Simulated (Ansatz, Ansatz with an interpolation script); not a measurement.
Rows from a G0W0 calculation on CsPbBr3 (Pm-3m) (Ansatz 0.2.0; G0W0 on PBE, plane waves, PAW; 4×4×4 mesh, 1454 empty bands, screening to 210 eV), in eV. Spin-orbit coupling is left out.

```csv
row,k,band,start,Σx,Σc at the solution,Vxc
A,"(-0.500, -0.500, -0.500)",v7,0.701,-18.271,2.825,-14.039
B,"(-0.500, -0.500, -0.500)",v2,1.830,-19.524,2.459,-15.710
C,"(-0.500, -0.500, -0.500)",c1,4.967,-7.986,-3.333,-11.550
D,"(-0.500, -0.500, -0.500)",v5,1.235,-19.700,2.213,-16.316
E,"(-0.500, -0.500, -0.500)",v1,3.288,-19.181,0.574,-17.613
```

**Question.** Give the quasiparticle energies and the shift of each level.

The quasiparticle equation reads E = start + Σx + Σc(E) − Vxc.

```csv
row,E (eV),shift (eV)
A,-0.707,−1.407
B,0.476,−1.355
C,5.198,+0.231
D,0.063,−1.171
E,2.294,−0.994
```

The gap over the computed points goes from 1.68 eV to 2.90 eV.

Limits: not at the basis limit; no spin-orbit coupling.

[Paths, hosts, dates, memory and timing lines, banners, echoed tables and standing remarks are left out of the program output.]

[Logs are printed without paths, hosts, clocks, repeated set-up lines and the standing remarks that a program may print on its own settings, such as how far it seeks lower states.]

[Runs of the session that timed out or met a known fault of the program may be left out.]

[Hosts, paths, dates, database ids (printed as entryN), source tags and the programs' standing remarks are cut or masked in the printed files.]
